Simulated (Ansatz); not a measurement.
# GaN (F-43m): phonons and vibrational spectra

Task: relax GaN (F-43m), then find its harmonic phonons.

Program: Ansatz 0.2.0. Level of theory: DFT LDA, scalar-relativistic, plane waves, PAW; PAW set soft_1. Results are calculated unless marked as measured.

Report form: the programs' logs are mostly left out.

### 1. Starting point

Symmetry: F-43m, No. 216, cubic system. Conventional cell: a = 4.507 Å, b = 4.507 Å, c = 4.507 Å, α = 90.00°, β = 90.00°, γ = 90.00°. Nearest to Ga lie 4 N at 1.95 Å. N has 4 Ga at 1.95 Å nearest. Farther neighbours and most contacts between anions are not listed.

### 2. Bringing the structure to rest

Harmonic phonons are second derivatives at a point where the forces vanish, and they are wanted at zero stress, so atoms and cell are relaxed first.

input.yaml reads:

```yaml
crystal:
  lattice:
    - [0.0, 2.2535006075, 2.2535006075]
    - [2.2535006075, 0.0, 2.2535006075]
    - [2.2535006075, 2.2535006075, 0.0]
  atoms:
    - { symbol: Ga, position: [0.0, 0.0, 0.0] }
    - { symbol: "N", position: [0.75, 0.75, 0.75] }
kpoints:
  mp_grid: { grid: [10, 10, 10] }
hamiltonian:
  xc: lda
  pseudopotentials: { kind: paw, azcp: { folder: soft_1 }, xc_functional: pbe }
scf:
  occupations: { method: gaussian, width: 0.02 }
output:
  forces: true
  stress: true
  eigenvalues: true
relax:
  adjacent_minimum: "off"
  f_tol: 0.005
  max_steps: 80
  cell: { stress_tol: 0.05 }
```

The run is started by

```sh
$ ansatz run input.yaml --threads 4 --pin off --max-ram 10240MiB --backend cpu --events-out ev --progress --plain --runs-dir out
```

The job ended after 4.6 s (4 threads of Intel Xeon Platinum 8488C (Sapphire Rapids), shared host; peak memory 0.45 GiB; 16 s of CPU time).

Relaxation path:

```csv
step,energy less that of the first step (eV),largest force component (eV/Å),pressure (GPa),volume (Å³)
1,0.0000,0.0000,-6.50,22.89
2,-0.0146,0.0000,-2.70,22.42
3,-0.0179,0.0000,0.16,22.10
4,-0.0179,0.0000,0.00,22.12
5*,-0.0164,0.0000,-0.11,22.12
6,-0.0164,0.0000,0.00,22.11
7*,-0.0164,0.0000,0.00,22.11
```

Relaxation steps marked * repeat the geometry before them on a plane-wave basis chosen anew for their cell, so energy and pressure can jump there.

The run keeps the 24 symmetry operations that it works with, so distortions that break them were not tested.

```csv
"conventional cell, symmetrised",before,after,change
a (Å),4.507,4.455,-1.1 %
b (Å),4.507,4.455,-1.1 %
c (Å),4.507,4.455,-1.1 %
volume (Å³/atom),11.44,11.05,-3.4 %
```

Final coordinates:

```xyz
2
Lattice="0.0000 2.2276 2.2276 2.2276 0.0000 2.2276 2.2276 2.2276 0.0000" Properties=species:S:1:pos:R:3 pbc="T T T"
Ga    0.0000    0.0000    0.0000
N     3.3414    3.3414    3.3414
```

This step gave:

| Property | Result |
| --- | --- |
| pressure | -0.001384 GPa |
| gap on the k-mesh | 1.961 eV |
| volume per atom | 11.05 Å³ |
| direct gap on mesh | 1.961 eV |

In this step the volume went from 11.44 to 11.05 Å³/atom.

### 3. Tight relaxation

Phonons need a cell at rest on their own settings, so the relaxation is repeated with tight tolerances on forces and stress on the k mesh and occupations of the first response run.

input.yaml reads:

```yaml
crystal:
  lattice:
    - [0.0, 2.2276025128, 2.2276025128]
    - [2.2276025128, 0.0, 2.2276025128]
    - [2.2276025128, 2.2276025128, 0.0]
  atoms:
    - { symbol: Ga, position: [0.0, 0.0, 0.0] }
    - { symbol: "N", position: [0.75, 0.75, 0.75] }
kpoints:
  mp_grid: { grid: [12, 12, 12] }
hamiltonian:
  xc: lda
  pseudopotentials: { kind: paw, azcp: { folder: soft_1 }, xc_functional: pbe }
scf:
  occupations: { method: fixed }
output:
  forces: true
  stress: true
  eigenvalues: true
  write_density: true
  write_potential: true
  elf: true
  volumetric_format: npy
relax:
  adjacent_minimum: "off"
  f_tol: 0.001
  max_steps: 60
  cell: { stress_tol: 0.01 }
```

Wall time 1.4 s (4 threads); peak memory 0.45 GiB; 4.3 s of CPU time.

Little changed from the start: no atom moved by 0.005 Å and no cell edge by 0.1 %.

Numbers from this step:

```
pressure : -7.36e-4 GPa
```

Valence density in the ac plane of a cell with a along [110], b along [-110] and c along [001] of the cube at fractional y = 0.000, with atoms of Ga and N within 0.2 Å of it. It is the smooth field of the valence electrons, not physical close to the nuclei.

Values in e/Å³, 7 rows by 16 columns, each cell a mean:
```
12  2  0  0  0  0  1  8 12  2  0  0  0  0  1  8
 0  0  0  0  0  0  0  0  0  0  0  0  0  0  0  0
 0  0  0  0  0  0  0  0  0  0  0  0  0  0  0  0
 0  0  0  0  0  0  0  0  0  0  0  0  0  0  0  0
 0  0  1  2  3  1  0  0  0  0  1  2  3  1  0  0
 1  1  1  3  3  2  1  1  1  1  1  3  3  2  1  1
22  4  1  1  1  1  1 13 22  4  1  1  1  1  1 13
```
Columns run along a (6.3 Å), rows up along c (4.5 Å), edges of the conventional cell, whose origin can differ from the input's. Atoms in or near the plane, at fractional coordinates: Ga at (0.50, 0.00), Ga at (0.00, 0.00), N at (0.75, 0.25), N at (0.25, 0.25).

ELF in the ac plane of a cell with a along [110], b along [-110] and c along [001] of the cube at fractional y = 0.000, with atoms of Ga and N within 0.2 Å of it. It is the smooth field of the valence electrons, not physical close to the nuclei.

Ten even steps from '0' (0.02) to '9' (0.78), each cell a mean:
```
012222210012222210
122101121122101121
221000112221000112
110000001110000001
000011000000011000
001343200001343200
014798620014798620
037989851037989851
149835972149835972
238957962238957962
025999731025999731
002576410002576410
```
Columns run along a (6.3 Å), rows up along c (4.5 Å), edges of the conventional cell, whose origin can differ from the input's. Atoms in or near the plane, at fractional coordinates: Ga at (0.50, 0.00), Ga at (0.00, 0.00), N at (0.75, 0.25), N at (0.25, 0.25).

Electrostatic potential energy in the ac plane of a cell with a along [110], b along [-110] and c along [001] of the cube at fractional y = 0.000, with atoms of Ga and N within 0.2 Å of it. With pseudopotentials it is smooth inside the atoms' cores, unlike the true potential.

Values in eV, 7 rows by 16 columns, each cell a mean:
```
 33  13   3  11  12   7   5  27  33  13   3  11  12   7   5  27
  5   7  11  12  12  12   9   6   5   7  11  12  12  12   9   6
 14  13  13  12  12  13  13  14  14  13  13  12  12  13  13  14
 14  14  13  12  11  13  14  14  14  14  13  12  11  13  14  14
 13  13   4 -19 -24  -6  11  13  13  13   4 -19 -24  -6  11  13
  5   4  -3 -27 -31 -14   4   4   5   4  -3 -27 -31 -14   4   4
 42  20   2   7   6   5   7  36  42  20   2   7   6   5   7  36
```
Columns run along a (6.3 Å; values clipped at the 3rd and 97th percentile), rows up along c (4.5 Å), edges of the conventional cell, whose origin can differ from the input's. Atoms in or near the plane, at fractional coordinates: Ga at (0.50, 0.00), Ga at (0.00, 0.00), N at (0.75, 0.25), N at (0.25, 0.25).

The forces vanish by symmetry and the pressure is -0.001 GPa, within the tolerances set. The cell now holds 11.05 Å³/atom.

### 4. Zone-centre response

The zone centre comes first: it holds the modes that light can see, as far as symmetry allows. The response to a homogeneous field gives the Born charges and the dielectric tensor, and its change with displacement the Raman tensors.

input.yaml, the sections that differ from step 3:

```yaml
output:
  eigenvalues: true
phonons:
  method: dfpt
  dielectric: true
  rigid_motions: translations
  raman: true
# crystal, kpoints, hamiltonian, scf: as in step 3
# relax: removed
```

Elapsed: 56 s, on 4 threads; peak memory 1.1 GiB.

Numbers from this step:

```
sum-rule residual before enforcement                    : 3.85e-4 eV/Å²
miss of the charge sum rule                             : 5.26e-4 e
estimated error of the dielectric tensor                : 0.01516
estimated error of the Born charges                     : 0.01372 e
point group                                             : -43m
highest optical mode at the zone centre (no LO-TO term) : 552.5 cm⁻¹
lowest optical zone-centre mode                         : 552.5 cm⁻¹
mean high-frequency dielectric constant                 : 5.758
largest Born charge (third of the trace)                : 2.632 e
mean static dielectric constant                         : 10.09
top of the zone-centre spectrum with the field          : 731.4 cm⁻¹
```

Without the LO-TO term. Patterns of degenerate modes are one choice out of their space. Modes at Γ, with each element's share of the kinetic energy:

```csv
mode,frequency (cm⁻¹),symmetry,Ga %,N %
1,0.0,acoustic,83,17
2,0.0,acoustic,83,17
3,0.0,acoustic,83,17
4,552.5,T2,17,83
5,552.5,T2,17,83
6,552.5,T2,17,83
```

Displacements in mode 4 (552.5 cm⁻¹), the largest set to 1:
```
Ga1  0.00 -0.20  0.00
N2   0.00  1.00  0.00
```

Optical modes at the zone centre, without and with the macroscopic field of the longitudinal modes; each column is sorted by frequency, so a row need not hold one and the same mode. Modes with and without the field, by row:

```csv
rank among optical modes,no field (cm⁻¹),"q along (1, 0, 0) (cm⁻¹)"
1,552.5,552.5
2,552.5,552.5
3,552.5,731.4
```

Born charge (rows field, columns displacement) (e), principal values of the symmetric part by kind of site:

```csv
atom,atoms with these values,low,middle,high,mean
Ga1,1,2.63,2.63,2.63,2.63
N2,1,-2.63,-2.63,-2.63,-2.63
```

In full for Ga1:

```
2.63 0.00 0.00
0.00 2.63 0.00
0.00 0.00 2.63
```

High-frequency dielectric tensor:

```
5.76 0.00 0.00
0.00 5.76 0.00
0.00 0.00 5.76
```

Static dielectric tensor (ions relaxed, fixed cell):

```
10.09  0.00  0.00
 0.00 10.09  0.00
 0.00  0.00 10.09
```

Transverse modes. Infrared lines, with heights relative to the strongest:

```csv
position (cm⁻¹),label,relative intensity
552,T2,100
```

Activity x (w_L - w)^4 (n + 1)/w, 532 nm, 300 K; the tensors are static ones, while 532 nm light lies above the computed direct gap, where resonance would change the heights; modes without the macroscopic field alone. Lines of the Raman spectrum (strongest = 100):

```csv
position (cm⁻¹),label,relative intensity
552,T2,100
```

Static second-order susceptibility (pm/V), twice the coefficient d of second-harmonic generation. Second order susceptibility, by row:

```csv
field along,xx,yy,zz,yz,xz,xy
x,0,0,0,-8.35,0,0
y,0,0,0,0,-8.35,0
z,0,0,0,0,0,-8.35
```

Before it was imposed, the acoustic sum rule was missed by 3.9e-4 eV/Å² and the charge sum rule by 5.3e-4 e. Small misses are needed for a sound result but don't prove that mesh and cutoff are converged. The lowest optical mode is real, 553 cm⁻¹.

### 5. The dispersion

Stability and thermal properties need the whole zone. Linear response on a 4×4×4 q mesh gives force constants as far as a supercell of that size would, and the tensors from the zone-centre run are typed in so that the long-range dipole term is interpolated apart.

input.yaml, the sections that differ from step 4:

```yaml
phonons:
  method: dfpt
  qmesh: [4, 4, 4]
  temperatures: { t_max: 1000, t_step: 50 }
  qpath:
    path:
      - [[0.0, 0.0, 0.0], [-0.5, -0.5, 0.0], [-0.375, -0.375, 0.25]]
      - [[-0.375, 0.0, 0.375], [0.0, 0.0, 0.0], [0.0, 0.0, 0.5], [-0.5, -0.25, 0.25], [-0.5, -0.5, 0.0]]
    npoints: 10
  non_analytic_term:
    high_frequency_dielectric_tensor: [[5.7577, 0.0, 0.0], [0.0, 5.7577, 0.0], [0.0, 0.0, 5.7577]]
    born_effective_charges:
      - { species: Ga, tensor: [[2.6321, 0.0, 0.0], [0.0, 2.6321, 0.0], [0.0, 0.0, 2.6321]] }
      - { species: "N", tensor: [[-2.6321, 0.0, 0.0], [0.0, -2.6321, 0.0], [0.0, 0.0, -2.6321]] }
    source: "zone-centre run at this cell"
# crystal, kpoints, hamiltonian, scf, output: as in step 4
```

It took 1.9 min on 4 threads; peak memory 1.6 GiB; 6.9 min of CPU time.

Numbers from this step:

* sum-rule residual before enforcement: 4.23e-5 eV/Å²
* lowest frequency on the path: 0 cm⁻¹
* highest frequency on the path or at a solved wavevector: 731.4 cm⁻¹
* mean frequency: 423.4 cm⁻¹
* Debye temperature (second moment): 886 K
* logarithmic mean frequency: 356.2 cm⁻¹
* lowest mode on the q mesh (acoustic modes at Γ apart): 104.4 cm⁻¹
* zero-point energy per atom: 78.74 meV
* heat capacity at 300 K: 17.46 J/(mol atoms K)
* vibrational entropy at 300 K: 16.08 J/(mol atoms K)
* edges of the widest gap between branches, on path and mesh: 346.7, 552.5 cm⁻¹

Frequencies (cm⁻¹) solved at each irreducible wavevector; negative means imaginary. Frequencies by wavevector, by row:

```csv
q in reciprocal lattice units,star,mode 1,mode 2,mode 3,mode 4,mode 5,mode 6
0 0 0,1,0,0,0,552.5,552.5,552.5
0 0 0.25,8,104.4,104.4,240.2,566.8,566.8,716.2
0 0 -0.5,4,137.5,137.5,341.2,576.5,576.5,698.1
0 0.25 0.25,6,150.1,150.1,235,589.8,589.8,715.2
0 0.25 -0.5,24,173.5,215.5,309.2,598.8,629.6,691.4
0 0.25 -0.25,12,148.4,215.4,284.8,579.6,630.8,696.3
0 -0.5 -0.5,3,193.3,193.3,346.7,615.8,615.8,688.6
0.25 -0.5 -0.25,6,211.1,245,301.8,627.5,638.2,681.7
```

Interpolated from a 4×4×4 q mesh, with the LO-TO term (at Γ the limit along the path; where Γ stands inside the path, tables give the limit on arrival). Phonon branches along the path, in cm⁻¹:

```csv
point,branch 1,branch 2,branch 3,branch 4,branch 5,branch 6
Γ,0,0,0,552,552,731
halfway,150,150,235,590,590,715
X,193,193,347,616,616,689
halfway,191,211,337,612,626,688
U,183,238,316,603,645,688
jump to K,183,238,316,603,645,688
halfway,118,177,250,570,602,705
Γ,0,0,0,552,552,731
halfway,104,104,240,567,567,716
L,138,138,341,576,576,698
halfway,172,211,314,594,628,692
W,211,245,302,628,638,682
halfway,202,215,329,622,625,687
X,193,193,347,616,616,689
```

Tetrahedra on a 24×24×24 mesh, mean over bins of 10 cm-1. Interpolated from a 4×4×4 q mesh. The phonon density of states by wavenumber; read off at these points:

```csv
wavenumber (cm⁻¹),phonon density of states (1/cm⁻¹/cell)
5,1.0e-5
35,3.1e-4
75,0.00165
105,0.00385
145,0.0153
175,0.0205
185,0.0233
215,0.0122
245,0.00694
285,0.00636
305,0.0258
315,0.0174
355,0
385,0
425,0
455,0
495,0
525,0
565,0.0107
595,0.0283
605,0.0289
635,0.0186
665,0
695,0.0420
705,0.0195
735,7.0e-5
```

The partial phonon density of states has structure finer than the step of the table below, so its rows give means over 25 cm⁻¹, whole bins alone (the curve runs from -10 to 762 cm⁻¹). Peaks (cm⁻¹: height): Ga 189.2: 0.0220, 305.8: 0.0222, 582.8: 0.00302; N 607.1: 0.0265, 694.5: 0.0372.

Phonopy on the run's constants, 21x21x21 mesh, Gaussian sigma 5.5 cm-1. Interpolated from a 4×4×4 q mesh. Table of partial phonon density of states by wavenumber; means over each step; values in 1/cm⁻¹/cell:

```csv
wavenumber (cm⁻¹),Ga,N
25,1.5e-4,2.9e-5
50,6.3e-4,1.2e-4
75,0.00146,2.6e-4
100,0.00299,4.8e-4
125,0.00692,9.7e-4
150,0.0140,0.00166
175,0.0188,0.00176
200,0.0174,0.00131
225,0.0116,7.5e-4
250,0.00551,4.0e-4
275,0.00463,3.3e-4
300,0.0161,4.1e-4
325,0.0102,1.4e-4
350,9.9e-4,6.7e-6
375,3.2e-7,0
400,0,0
425,0,0
450,0,0
475,0,0
500,0,0
525,0,1.3e-6
550,4.0e-4,0.00228
575,0.00245,0.0184
600,0.00247,0.0259
625,0.00118,0.0200
650,1.6e-4,0.00678
675,2.2e-4,0.00740
700,0.00118,0.0262
725,5.7e-4,0.00438
750,5.2e-6,3.4e-5
```

Second derivatives of the energy by pair, one row for each kind of neighbour of each atom listed. Each entry sums the pair over the periodic images of the supercell that the q mesh stands for, and in a polar crystal it holds the long-range dipole part too. Force constants by pair, by row:

```csv
atom,neighbour,distance (Å),third of the trace (eV/Å²),along the pair's line (eV/Å²)
Ga1,itself,0,19.14,–
Ga1,N,1.929,-3.869,-8.467
Ga1,Ga,3.15,-0.2564,-2.26
Ga1,N,3.694,-0.0431,0.5109
Ga1,Ga,4.455,-0.0432,-0.3734
Ga1,N,4.855,0.1246,0.5454
Ga1,Ga,5.456,-0.0792,-0.2994
Ga1,N,5.787,0.0357,0.1478
Ga1,N,5.787,0.0103,0.1302
N2,itself,0,19.51,–
N2,Ga,1.929,-3.869,-8.467
N2,N,3.15,-0.3511,-1.631
N2,Ga,3.694,-0.0431,0.5109
N2,N,4.455,0.0189,-0.1818
N2,Ga,4.855,0.1246,0.5454
N2,N,5.456,-0.0389,-0.2051
N2,Ga,5.787,0.0357,0.1478
N2,Ga,5.787,0.0103,0.1302
```

Harmonic thermodynamic functions per atom, from the density of states. Interpolated from a 4×4×4 q mesh. Thermodynamic functions, by row:

```csv
T (K),F_vib (meV/atom),S (J/mol-atom/K),C_V (J/mol-atom/K)
0,78.74,0,0
50,78.67,0.597,1.816
100,77.71,3.305,6.386
200,70.88,9.889,13.01
300,57.36,16.08,17.46
400,37.82,21.49,20.05
500,13.08,26.14,21.57
600,-16.15,30.16,22.49
700,-49.27,33.68,23.09
800,-85.82,36.79,23.5
900,-125.4,39.58,23.79
1000,-167.8,42.09,24
```

Harmonic mean-square displacement, third of the trace. Interpolated from a 4×4×4 q mesh. Mean square displacements, by row:

```csv
T (K),Ga1 U_eq (Å²),N2 U_eq (Å²)
0,0.00121,0.00232
100,0.00155,0.00256
300,0.00336,0.00384
600,0.00645,0.00645
```

Symmetry leaves 8 wavevectors to solve. The lowest mode among them, the acoustic zeros apart, lies at q = (0, 0, 0.25) and is real, 104 cm⁻¹.

### 6. Outcome

| Item | Value |
| --- | --- |
| space group after relaxation (within 0.01 Å) | F-43m |
| volume per atom | 11.1 Å³ |
| gap on the k-mesh | 1.96 eV |
| highest optical mode at the zone centre (no LO-TO term) | 553 cm⁻¹ |
| top of the zone-centre spectrum with the field | 731 cm⁻¹ |
| lowest optical zone-centre mode | 553 cm⁻¹ |
| mean high-frequency dielectric constant | 5.76 |
| mean static dielectric constant | 10.1 |
| largest Born charge (third of the trace) | 2.63 e |
| lowest mode on the q mesh (acoustic modes at Γ apart) | 104 cm⁻¹ |
| highest frequency on the path or at a solved wavevector | 731 cm⁻¹ |
| zero-point energy per atom | 78.7 meV |
| heat capacity at 300 K | 17.5 J/(mol atoms K) |
| vibrational entropy at 300 K | 16.1 J/(mol atoms K) |
| Debye temperature (second moment) | 886 K |
| imaginary modes on the 4×4×4 q mesh | none |

What this shows: The structure is a minimum as far as tested: no mode is imaginary at the 8 irreducible wavevectors of the 4×4×4 mesh, and the softest away from the acoustic zeros lies at 104 cm⁻¹. Without the field, the optical modes at Γ form one degenerate level at 553 cm⁻¹. The highest mode in this list at Γ, 552.5 cm⁻¹, is mostly motion of N (83 % of the kinetic energy). With the macroscopic field of the longitudinal modes the top of the zone-centre spectrum lies at 731 cm⁻¹, against 553 cm⁻¹ without it. Lattice motion raises the mean dielectric constant from 5.758 to 10.09. The strongest infrared line is at 552 cm⁻¹. Averaged over orientations, the strongest Raman line at 532 nm and 300 K is at 552 cm⁻¹, among the modes without the field; their longitudinal partners can be Raman active too. The tensors are the static, non-resonant ones, while 532 nm light (2.33 eV) lies above the computed gap. On the path and the mesh, the widest gap between branches runs from 347 to 552 cm⁻¹. The program warns that the interpolation holds no quadrupole term, so branches close to Γ can be off in this crystal. The PAW files were made for PBE and serve the other functionals too. These are harmonic frequencies at zero temperature: anharmonic shifts, linewidths and thermal expansion are left out.

[Logs are printed without paths, hosts, clocks, repeated set-up lines and the standing remarks that a program may print on its own settings, such as how far it seeks lower states.]

[Hosts, paths, dates, database ids (printed as entryN), source tags and the programs' standing remarks are cut or masked in the printed files.]
